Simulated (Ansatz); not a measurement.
# NbBAu in the AlB2 type: lattice stability ahead of a resistivity run, part 2 of 3

The plan: relax NbBAu in the AlB2 type, check its phonons, and, if the lattice is stable, compute its Eliashberg function and ρ(T).

Ansatz 0.2.0; DFT PBEsol, scalar-relativistic, plane waves, PAW; PAW set soft_1.

So far. Step 3 (Relaxation): The largest force is now zero by symmetry and the largest stress component 0.020 GPa. Step 4 (Tight relaxation): The largest force is now zero by symmetry and the largest stress component 9.5e-5 GPa, small enough for phonons. The relaxed cell has a = 3.746, c = 3.440 Å (conventional setting).

The structure was built from a prototype and need not be the compound's stable phase.

### 5. Phonons: q 2×2×2, k 6×6×4

Couplings are defined for a stable lattice alone, so phonons come first.

input.yaml reads:

```yaml
crystal:
  lattice:
    - [3.7457727697, 0.0, 0.0]
    - [-1.8728863849, 3.2439343754, 0.0]
    - [0.0, 0.0, 3.4399858198]
  atoms:
    - { symbol: Nb, position: [0.0, 0.0, 0.0] }
    - { symbol: B, position: [0.3333333333, 0.6666666667, 0.5] }
    - { symbol: Au, position: [0.6666666667, 0.3333333333, 0.5] }
kpoints:
  mp_grid: { grid: [6, 6, 4] }
hamiltonian:
  xc: pbesol
  pseudopotentials: { kind: paw, azcp: { folder: soft_1 }, xc_functional: pbe }
scf:
  occupations: { method: methfessel_paxton, width: 0.2 }
output:
  eigenvalues: true
phonons:
  method: dfpt
  qmesh: [2, 2, 2]
  temperatures: { t_max: 1000, t_step: 50 }
  qpath:
    path:
      - [[0.0, 0.0, 0.0], [0.5, 0.0, 0.0], [0.33333333, 0.33333333, 0.0], [0.0, 0.0, 0.0], [0.0, 0.0, 0.5], [0.5, 0.0, 0.5], [0.33333333, 0.33333333, 0.5], [0.0, 0.0, 0.5]]
      - [[0.5, 0.0, 0.5], [0.5, 0.0, 0.0]]
      - [[0.33333333, 0.33333333, 0.5], [0.33333333, 0.33333333, 0.0]]
    npoints: 10
```

Launch:

```sh
> ansatz run input.yaml --threads 4 --pin off --max-ram 12288MiB --backend cpu --events-out ev --progress --plain --runs-dir out
```

Numbers of over 12 decimals in the logs are rounded to 6 here.

The program printed:

```text
[...]
Crystal: 3 atoms, lattice volume = 41.799 Å³
Basis set: ecut = 420 eV, 851 PW (Γ), exchange–correlation on 54×54×48 points (8 copies of the dense FFT grid, shifted against one another)
Bands: 22, of which v1, the nominal top of the filled ones, is band 18 counted from 1 (17 counted from 0)
Symmetry: 12 space group operations
k-points: 21 of 144 (time reversal used)
[...]
SCF iter   1: F=—  HF=-17663.119939 eV  |F-HF|=—  |Δ(HF+E_count)|=         —  Δρ=2.31e-1  dr2=3.43e1  ethr=3.10e-3  ⟨swp⟩=4.0  Hψ=1670  notcnv=0
[...]
SCF iter  11: F=-17656.587261 eV  HF=-17656.587261 eV  |F-HF|=7.28e-12  |Δ(HF+E_count)|=  3.64e-12  S|Δr|=    0.00e0  Δρ=2.84e-8  dr2=3.93e-13  ethr=1.00e-12  ⟨swp⟩=5.3  Hψ=1867  notcnv=0
SCF 1 converged in 11 iterations: F = -17656.587261 eV  dr2 = 3.93e-13
[...]
phonons: the bands overlap, so this run is a metal and interpolates without the dipole-dipole term. If the crystal is really an insulator or semiconductor, its LO-TO splitting is missing
NSCF: frozen V_eff on 21 k-points
[...]
DFPT response loops at q = (0, 0, 0) (fractional): preconditioner auto → Kerker (q_TF=auto, 2.649 Å⁻¹) (partly filled bands, converged f_vac=0.000); β = 1.00, the filter's whole step (`scf.mixing.beta` (0.50) is not read by the response loops under this deck's `scf.mixing.preconditioner`; to damp them name `kerker` or `kerker_dos`, under which they read `scf.mixing.beta`, and type it under 1.00, their step now; both keys bind the ground state too); Broyden in place of MSR1
[...]
SCF converged after 11 iterations
Stability not checked: this state was not tested for a lower state beside it, because cold or Methfessel-Paxton smearing, or corrected tetrahedra, fill the levels in a way that the test cannot read (fill_not_monotonic; see scf.lower_state_search)
Free energy (F): -17656.587261 eV
[...]
Internal energy: -17656.583657 eV  (E = F + TS)
E sigma→0 (E₀):  -17656.586360 eV
Entropy (-TS):   -0.003604 eV (-1.201 meV/atom)
Fermi energy:    18.132117 eV
[...]
--- Band table (eV; the first three rows and the last of 21) ---
  k-point 0: bands = [... 14 lower, 17.0591, 17.0591, 17.4557, 18.9118, 19.7622, 19.7622, 22.9760, 24.0923]
  k-point 1: bands = [... 14 lower, 16.3476, 17.7019, 17.7019, 19.0318, 19.9412, 19.9412, 22.8152, 23.2635]
  k-point 2: bands = [... 14 lower, 14.4153, 19.1616, 19.1616, 19.5841, 19.5841, 20.3868, 22.0182, 22.0182]
  k-point 20: bands = [... 14 lower, 14.1765, 15.9353, 16.3430, 16.7682, 20.3597, 22.1466, 22.4606, 22.7259]
--- Phonons (Γ-DFPT): 6 representative perturbations + reference (Σ response iterations 20) ---
  ASR residual: 3.301e-5 → 0.000e0 eV/Å²; symmetrization residual: 6.187e-6 eV/Å²
  ASR residual per site (eV/Å²): 1.16e-5 2.19e-6 3.30e-5
  Γ frequencies (cm⁻¹): -88.48 0.00 0.00 0.00 197.91 197.91 206.10 526.80 526.80
--- Phonons (arbitrary-q DFPT): 4 irreducible q on the 2×2×2 mesh ---
  q = [0.0000, 0.0000, 0.0000] (star 1, of the zone-centre solve; hermiticity 6.06e-7, symmetrization 8.74e-11): -88.48 -0.00 -0.00 -0.00 197.91 197.91 206.10 526.80 526.80
  q = [0.0000, 0.0000, -0.5000] (star 1, 6 solved perturbations in 180 linear systems a pass and spin channel, the states on 39 of 144 k-point pairs; hermiticity 4.53e-7, symmetrization 2.28e-8): 110.54 110.54 117.95 164.05 164.05 222.87 230.17 532.04 532.04
  q = [0.0000, -0.5000, 0.0000] (star 3, 9 solved perturbations on 39 of 144 k-point pairs; hermiticity 5.92e-7, symmetrization 1.87e-10): -116.67 15.83 91.35 134.25 180.18 190.16 209.17 565.62 569.06
[...]
sum rule: each row above includes the acoustic sum rule's correction from the zone centre's row sums; it moved no ω² by more than (0.23 cm⁻¹)²
  mesh force constants: q→R imaginary residual 2.23e-17; ASR residual 3.301e-5 → 0.000e0 eV/Å²; symmetrization residual 1.421e-14 eV/Å²
  interpolated dispersion: 93 rows × 9 modes
  density of states and harmonic sums: on the 20×20×18 q-mesh, interpolated from the force constants of a 2×2×2 supercell (no non-analytic term)
  largest difference from the sums on the solved wave vectors: F 6.23e-2 eV, S 8.70e-5 and C_V 2.71e-5 eV/K
  zero-point energy: 0.123980 eV/cell   skipped modes (ω ≤ 0): 422, of them read as no rigid motion or as one in doubt: 419 (9.624e-1 modes/cell left out, lowest -117.04 cm⁻¹)   left out of the sums: 1.07e-1 of the cell's modes: C_V's classical limit lies that fraction below 3 k_B per atom; for a crystal, a wire or a layer, F and S can be off by more, and a phonons.interpolated_qmesh denser along its periods is the remedy for the sampling
```

It took 24 s on 4 threads of Arm Neoverse V2, shared host; peak memory 0.58 GiB.

This step gave:

| Property | Result |
| --- | --- |
| share of imaginary modes in the plain interpolation between solved wavevectors | 0.1069 |
| highest frequency, solved or plainly interpolated | 579.3 cm⁻¹ |

Solved on the 2×2×2 mesh alone; all other wavevectors are interpolated. Phonon branches along the path, in cm⁻¹:

| point | branch 1 | branch 2 | branch 3 | branch 4 | branch 5 | branch 6 | branch 7 | branch 8 | branch 9 |
| --- | --- | --- | --- | --- | --- | --- | --- | --- | --- |
| Γ | -88 | 0 | 0 | 0 | 198 | 198 | 206 | 527 | 527 |
| halfway | -103 | -10 | 54 | 95 | 196 | 197 | 204 | 546 | 548 |
| M | -117 | 16 | 91 | 134 | 180 | 190 | 209 | 566 | 569 |
| halfway | -117 | 50 | 105 | 130 | 171 | 175 | 222 | 564 | 575 |
| K | -117 | 77 | 119 | 124 | 157 | 167 | 228 | 565 | 579 |
| halfway | -106 | 21 | 64 | 104 | 189 | 193 | 212 | 549 | 555 |
| Γ | -88 | 0 | 0 | 0 | 198 | 198 | 206 | 527 | 527 |
| halfway | 69 | 69 | 81 | 147 | 186 | 186 | 218 | 529 | 529 |
| A | 110 | 110 | 118 | 164 | 164 | 223 | 230 | 532 | 532 |
| halfway | -40 | 108 | 113 | 160 | 177 | 219 | 229 | 544 | 546 |
| L | -102 | 98 | 106 | 145 | 156 | 233 | 236 | 555 | 558 |
| halfway | -94 | 36 | 91 | 151 | 190 | 228 | 230 | 553 | 563 |
| H | -67 | -43 | -35 | 172 | 213 | 215 | 224 | 552 | 566 |
| halfway | -58 | 85 | 133 | 140 | 190 | 218 | 228 | 545 | 550 |
| A | 110 | 110 | 118 | 164 | 164 | 223 | 230 | 532 | 532 |
| jump to L | -102 | 98 | 106 | 145 | 156 | 233 | 236 | 555 | 558 |
| halfway | -87 | 63 | 76 | 137 | 189 | 196 | 224 | 562 | 562 |
| M | -117 | 16 | 91 | 134 | 180 | 190 | 209 | 566 | 569 |
| jump to H | -67 | -43 | -35 | 172 | 213 | 215 | 224 | 552 | 566 |
| halfway | -84 | 54 | 56 | 137 | 199 | 201 | 217 | 559 | 573 |
| K | -117 | 77 | 119 | 124 | 157 | 167 | 228 | 565 | 579 |

The phonon branches as a text plot (rows in cm⁻¹):

```
    565 |    ***********              **********     ************
    536 |****          ***************        *******
    507 |
    478 |
    449 |
    420 |
    391 |
    362 |
    333 |
    304 |
    275 |
    246 |                             ****           *
    217 |*******************************  ***********************
    188 |*********    **********   ***    *   *****   *** *  ***
    159 |         ****        * ***************  *****  ** **  **
    130 |    **********          *       *     ***  ****  *  ** *
    101 |   *  ****  * **      ********** *   *  ******   *    **
     72 |  * **   ******     ***         *     **     ****    * *
     42 | ***    *    * **  **      *     ** **         **   *
     13 |**  ****      ***** *                            *
    -16 |****            **                      *          *
    -45 |                   *        *     ***  *          **
    -74 |                             *    *****       *   ***
   -103 |*******************           ****          ** ***   ***
         Γ     M   K       Γ     A      L   H      A|L   M|H    K
```

Lowest modes at the softest wavevector of the mesh. Modes at q = (0.000, 0.500, 0.000), with each element's share of the kinetic energy (negative means imaginary):

| mode | frequency (cm⁻¹) | Nb % | B % | Au % |
| --- | --- | --- | --- | --- |
| 1 | -116.7 | 2 | 98 | 0 |
| 2 | 15.8 | 32 | 3 | 66 |
| 3 | 91.3 | 28 | 1 | 71 |
| 4 | 134.2 | 57 | 0 | 42 |
| 5 | 180.2 | 71 | 1 | 29 |
| 6 | 190.2 | 43 | 0 | 57 |

Displacements in mode 1 (-116.7 cm⁻¹), the largest set to 1, in the home cell:
```
Nb1  0.00  0.00 -0.04
B2   0.00  0.00 -1.00
Au3  0.00  0.00 -0.01
```

Displacements in mode 2 (15.8 cm⁻¹), the largest set to 1, in the home cell:
```
Nb1 1.00 0.00 0.00
B2  0.84 0.00 0.00
Au3 0.99 0.00 0.00
```

Among the solved wavevectors the lowest mode, translations apart, is -117 cm⁻¹, imaginary.

### 6. Lattice stability: q 3×3×2, k 6×6×6

An imaginary mode on so few k-points may come from the sampling, so the phonons are repeated with another q and k mesh.

input.yaml: that of step 5 with these lines changed.

```diff
@@ -10,3 +10,3 @@
 kpoints:
-  mp_grid: { grid: [6, 6, 4] }
+  mp_grid: { grid: [6, 6, 6] }
 hamiltonian:
@@ -20,3 +20,3 @@
   method: dfpt
-  qmesh: [2, 2, 2]
+  qmesh: [3, 3, 2]
   temperatures: { t_max: 1000, t_step: 50 }
```

The program printed:

```text
[...]
Crystal: 3 atoms, lattice volume = 41.799 Å³
Basis set: ecut = 420 eV, 851 PW (Γ), exchange–correlation on 54×54×48 points (8 copies of the dense FFT grid, shifted against one another)
Bands: 22, of which v1, the nominal top of the filled ones, is band 18 counted from 1 (17 counted from 0)
Symmetry: 12 space group operations
k-points: 28 of 216 (time reversal used)
[...]
SCF iter   1: F=—  HF=-17663.097691 eV  |F-HF|=—  |Δ(HF+E_count)|=         —  Δρ=2.32e-1  dr2=3.46e1  ethr=3.10e-3  ⟨swp⟩=4.1  Hψ=2226  notcnv=0
[...]
SCF iter  11: F=-17656.571523 eV  HF=-17656.571523 eV  |F-HF|=0.00e0  |Δ(HF+E_count)|=  4.00e-11  S|Δr|=    0.00e0  Δρ=2.68e-8  dr2=3.90e-13  ethr=1.00e-12  ⟨swp⟩=4.8  Hψ=2820  notcnv=0
SCF 1 converged in 11 iterations: F = -17656.571523 eV  dr2 = 3.90e-13
[...]
SCF converged after 11 iterations
[...]
Free energy (F): -17656.571523 eV
[...]
Internal energy: -17656.575175 eV  (E = F + TS)
E sigma→0 (E₀):  -17656.572436 eV
Entropy (-TS):   0.003652 eV (1.217 meV/atom)
Fermi energy:    18.278021 eV
[...]
--- Band table (eV; the first three rows and the last of 28) ---
  k-point 0: bands = [... 14 lower, 17.0668, 17.0668, 17.4449, 18.8967, 19.7553, 19.7553, 22.9743, 24.0842]
  k-point 1: bands = [... 14 lower, 17.1160, 17.3358, 17.3358, 18.6378, 19.8704, 19.8704, 22.9091, 23.7312]
  k-point 2: bands = [... 14 lower, 15.4803, 18.2139, 18.2139, 19.6199, 19.9363, 19.9363, 22.6859, 22.6859]
  k-point 27: bands = [... 14 lower, 14.2027, 15.9201, 16.3428, 16.7891, 20.3489, 22.1367, 22.4693, 22.7279]
[...]
ASR residual: 3.041e-5 → 0.000e0 eV/Å²; symmetrization residual: 6.407e-6 eV/Å²
  ASR residual per site (eV/Å²): 5.63e-6 6.50e-6 3.04e-5
  Γ frequencies (cm⁻¹): -137.67 0.00 0.00 0.00 191.26 201.99 201.99 530.59 530.59
--- Phonons (arbitrary-q DFPT): 6 irreducible q on the 3×3×2 mesh ---
[...]
interpolated dispersion: 93 rows × 9 modes
[...]
```

Run time: 56 s. Hardware: 4 threads; peak memory 0.61 GiB; 3.6 min of CPU time.

This step gave:

```
share of imaginary modes in the plain interpolation between solved wavevectors : 0.1075
highest frequency, solved or plainly interpolated                              : 580.5 cm⁻¹
```

Solved on the 3×3×2 mesh alone; all other wavevectors are interpolated. Phonon branches along the path, in cm⁻¹:

| point | branch 1 | branch 2 | branch 3 | branch 4 | branch 5 | branch 6 | branch 7 | branch 8 | branch 9 |
| --- | --- | --- | --- | --- | --- | --- | --- | --- | --- |
| Γ | -138 | 0 | 0 | 0 | 191 | 202 | 202 | 531 | 531 |
| halfway | -169 | 20 | 76 | 101 | 185 | 197 | 204 | 550 | 551 |
| M | -184 | -18 | 99 | 128 | 171 | 190 | 205 | 567 | 567 |
| halfway | -183 | 39 | 107 | 123 | 163 | 172 | 219 | 556 | 577 |
| K | -182 | 62 | 114 | 119 | 150 | 162 | 225 | 552 | 580 |
| halfway | -174 | 28 | 84 | 108 | 182 | 188 | 212 | 549 | 559 |
| Γ | -138 | 0 | 0 | 0 | 191 | 202 | 202 | 531 | 531 |
| halfway | 57 | 70 | 70 | 131 | 190 | 190 | 211 | 530 | 530 |
| A | 109 | 109 | 120 | 172 | 172 | 209 | 234 | 530 | 530 |
| halfway | -93 | 107 | 116 | 161 | 163 | 205 | 229 | 538 | 543 |
| L | -129 | 104 | 111 | 127 | 163 | 225 | 235 | 550 | 561 |
| halfway | -107 | 80 | 93 | 147 | 196 | 226 | 229 | 548 | 570 |
| H | -37 | -28 | 74 | 168 | 222 | 223 | 223 | 548 | 577 |
| halfway | -103 | 94 | 131 | 134 | 188 | 203 | 228 | 538 | 549 |
| A | 109 | 109 | 120 | 172 | 172 | 209 | 234 | 530 | 530 |
| jump to L | -129 | 104 | 111 | 127 | 163 | 225 | 235 | 550 | 561 |
| halfway | -139 | 62 | 68 | 136 | 189 | 190 | 219 | 559 | 564 |
| M | -184 | -18 | 99 | 128 | 171 | 190 | 205 | 567 | 567 |
| jump to H | -37 | -28 | 74 | 168 | 222 | 223 | 223 | 548 | 577 |
| halfway | -119 | 64 | 85 | 130 | 195 | 202 | 214 | 550 | 579 |
| K | -182 | 62 | 114 | 119 | 150 | 162 | 225 | 552 | 580 |

The phonon branches as a text plot (rows in cm⁻¹):

```
    565 |   *************             ***********    ************
    533 |***            ****************  ***********      *
    501 |
    469 |
    437 |
    405 |
    374 |
    342 |
    310 |
    278 |
    246 |                        ***  ****        ****
    214 |********************************************************
    183 |*********   ****************    ** *  ********** ** ***
    151 |        *****         *    ***** ** *** *     ***  *  **
    119 |    ***********      * **********     ********   *  ****
     87 |  ******     ***    * **  *     **********  **  *******
     55 | **      ****   *  ***            * *         **    *  *
     23 |*****   *    ***** *                           **  *
     -8 |*    ***          *                              *
    -40 |                                   *              *
    -72 |                           *      * *   *          *
   -104 |                   **       *    *   ***            *
   -136 |**              ***          ****           ***      *
   -168 |  **************                               ***    **
         Γ     M   K       Γ     A      L   H      A|L   M|H    K
```

Lowest modes at the softest wavevector of the mesh. Modes at q = (0.333, 0.333, 0.000), with each element's share of the kinetic energy (negative means imaginary):

| mode | frequency (cm⁻¹) | Nb % | B % | Au % |
| --- | --- | --- | --- | --- |
| 1 | -182.0 | 0 | 100 | 0 |
| 2 | 61.7 | 56 | 0 | 44 |
| 3 | 114.4 | 0 | 5 | 95 |
| 4 | 119.4 | 0 | 0 | 100 |
| 5 | 150.3 | 100 | 0 | 0 |
| 6 | 162.4 | 100 | 0 | 0 |

Displacements in mode 1 (-182.0 cm⁻¹), the largest set to 1, in the home cell:
```
Nb1  0.00  0.00  0.00
B2   0.00  0.00 -1.00
Au3  0.00  0.00  0.00
```

Displacements in mode 3 (114.4 cm⁻¹), the largest set to 1, in the home cell (x, y, z of the real part, then of the imaginary part):
```
Nb1  0.00  0.00  0.00  0.00  0.00  0.00
B2   0.58 -0.76  0.00 -0.76 -0.58  0.00
Au3  0.99 -0.13  0.00  0.13  0.99  0.00
```

The modes has structure finer than the step of the table below, so its rows give means over 20 cm⁻¹, whole bins alone (the curve runs from -194 to 608 cm⁻¹). Peaks (cm⁻¹: height): Au -117.9: 0.00307, 93.7: 0.0224, 129.0: 0.0214, 214.7: 0.0162; B -173.3: 0.00904, 552.3: 0.0564; Nb -117.9: 0.00466, 78.6: 0.00864, 194.5: 0.0336.

Phonopy on the run's constants, 17x17x17 mesh, Gaussian sigma 5.7 cm⁻¹. The modes by wavenumber; means over each step; values in 1/cm⁻¹/cell:

| wavenumber (cm⁻¹) | Au | B | Nb |
| --- | --- | --- | --- |
| -180 | 8.2e-5 | 0.00669 | 1.9e-4 |
| -160 | 2.5e-4 | 0.00734 | 5.3e-4 |
| -140 | 8.8e-4 | 0.00642 | 0.00158 |
| -120 | 0.00270 | 0.00610 | 0.00419 |
| -100 | 0.00163 | 0.00257 | 0.00218 |
| -80 | 7.3e-4 | 9.5e-4 | 7.9e-4 |
| -60 | 4.1e-4 | 4.1e-4 | 3.5e-4 |
| -40 | 2.1e-4 | 1.4e-4 | 1.3e-4 |
| -20 | 2.3e-4 | 1.0e-4 | 1.1e-4 |
| 0 | 4.7e-4 | 2.9e-5 | 2.3e-4 |
| 20 | 0.00354 | 2.6e-4 | 0.00175 |
| 40 | 0.00678 | 5.3e-4 | 0.00338 |
| 60 | 0.0116 | 0.00134 | 0.00552 |
| 80 | 0.0199 | 0.00250 | 0.00805 |
| 100 | 0.0199 | 0.00299 | 0.00576 |
| 120 | 0.0199 | 0.00272 | 0.00604 |
| 140 | 0.0153 | 0.00253 | 0.00385 |
| 160 | 0.00456 | 0.00142 | 0.0126 |
| 180 | 0.00819 | 0.00241 | 0.0301 |
| 200 | 0.0141 | 0.00345 | 0.0318 |
| 220 | 0.0132 | 0.00208 | 0.0257 |
| 240 | 0.00190 | 2.0e-4 | 0.00509 |
| 260 | 1.2e-6 | 0 | 3.7e-6 |
| 280 | 0 | 0 | 0 |
| 300 | 0 | 0 | 0 |
| 320 | 0 | 0 | 0 |
| 340 | 0 | 0 | 0 |
| 360 | 0 | 0 | 0 |
| 380 | 0 | 0 | 0 |
| 400 | 0 | 0 | 0 |
| 420 | 0 | 0 | 0 |
| 440 | 0 | 0 | 0 |
| 460 | 0 | 0 | 0 |
| 480 | 0 | 0 | 0 |
| 500 | 0 | 1.6e-6 | 0 |
| 520 | 2.0e-4 | 0.00388 | 7.2e-7 |
| 540 | 0.00130 | 0.0384 | 1.5e-5 |
| 560 | 0.00140 | 0.0419 | 1.9e-5 |
| 580 | 5.6e-4 | 0.0122 | 5.6e-6 |

No LO-TO term; unit eigenvectors of the mass-weighted matrix. Modes at Γ, with each element's share of the kinetic energy (negative means imaginary):

| mode | frequency (cm⁻¹) | symmetry | Nb % | B % | Au % |
| --- | --- | --- | --- | --- | --- |
| 1 | -137.7 | A2'' | 2 | 96 | 2 |
| 2 | 0.0 | unnamed | 31 | 4 | 66 |
| 3 | 0.0 | unnamed | 31 | 4 | 66 |
| 4 | 0.0 | unnamed | 31 | 4 | 66 |
| 5 | 191.3 | A2'' | 67 | 0 | 33 |
| 6 | 202.0 | E' | 69 | 2 | 29 |
| 7 | 202.0 | E' | 69 | 2 | 29 |
| 8 | 530.6 | E' | 0 | 94 | 6 |
| 9 | 530.6 | E' | 0 | 94 | 6 |

Displacements in mode 1 (-137.7 cm⁻¹), the largest set to 1:
```
Nb1  0.00  0.00 -0.05
B2   0.00  0.00  1.00
Au3  0.00  0.00 -0.03
```

Displacements in mode 6 (202.0 cm⁻¹), the largest set to 1:
```
Nb1  0.00  1.00  0.00
B2   0.00 -0.55  0.00
Au3  0.00 -0.44  0.00
```

Among the solved wavevectors the lowest mode, translations apart, is -182 cm⁻¹, imaginary.

[end of part 2 of 3]

[Logs are printed without paths, hosts, clocks, repeated set-up lines and the standing remarks that a program may print on its own settings, such as how far it seeks lower states.]

[Hosts, paths, dates, database ids (printed as entryN), source tags and the programs' standing remarks are cut or masked in the printed files.]
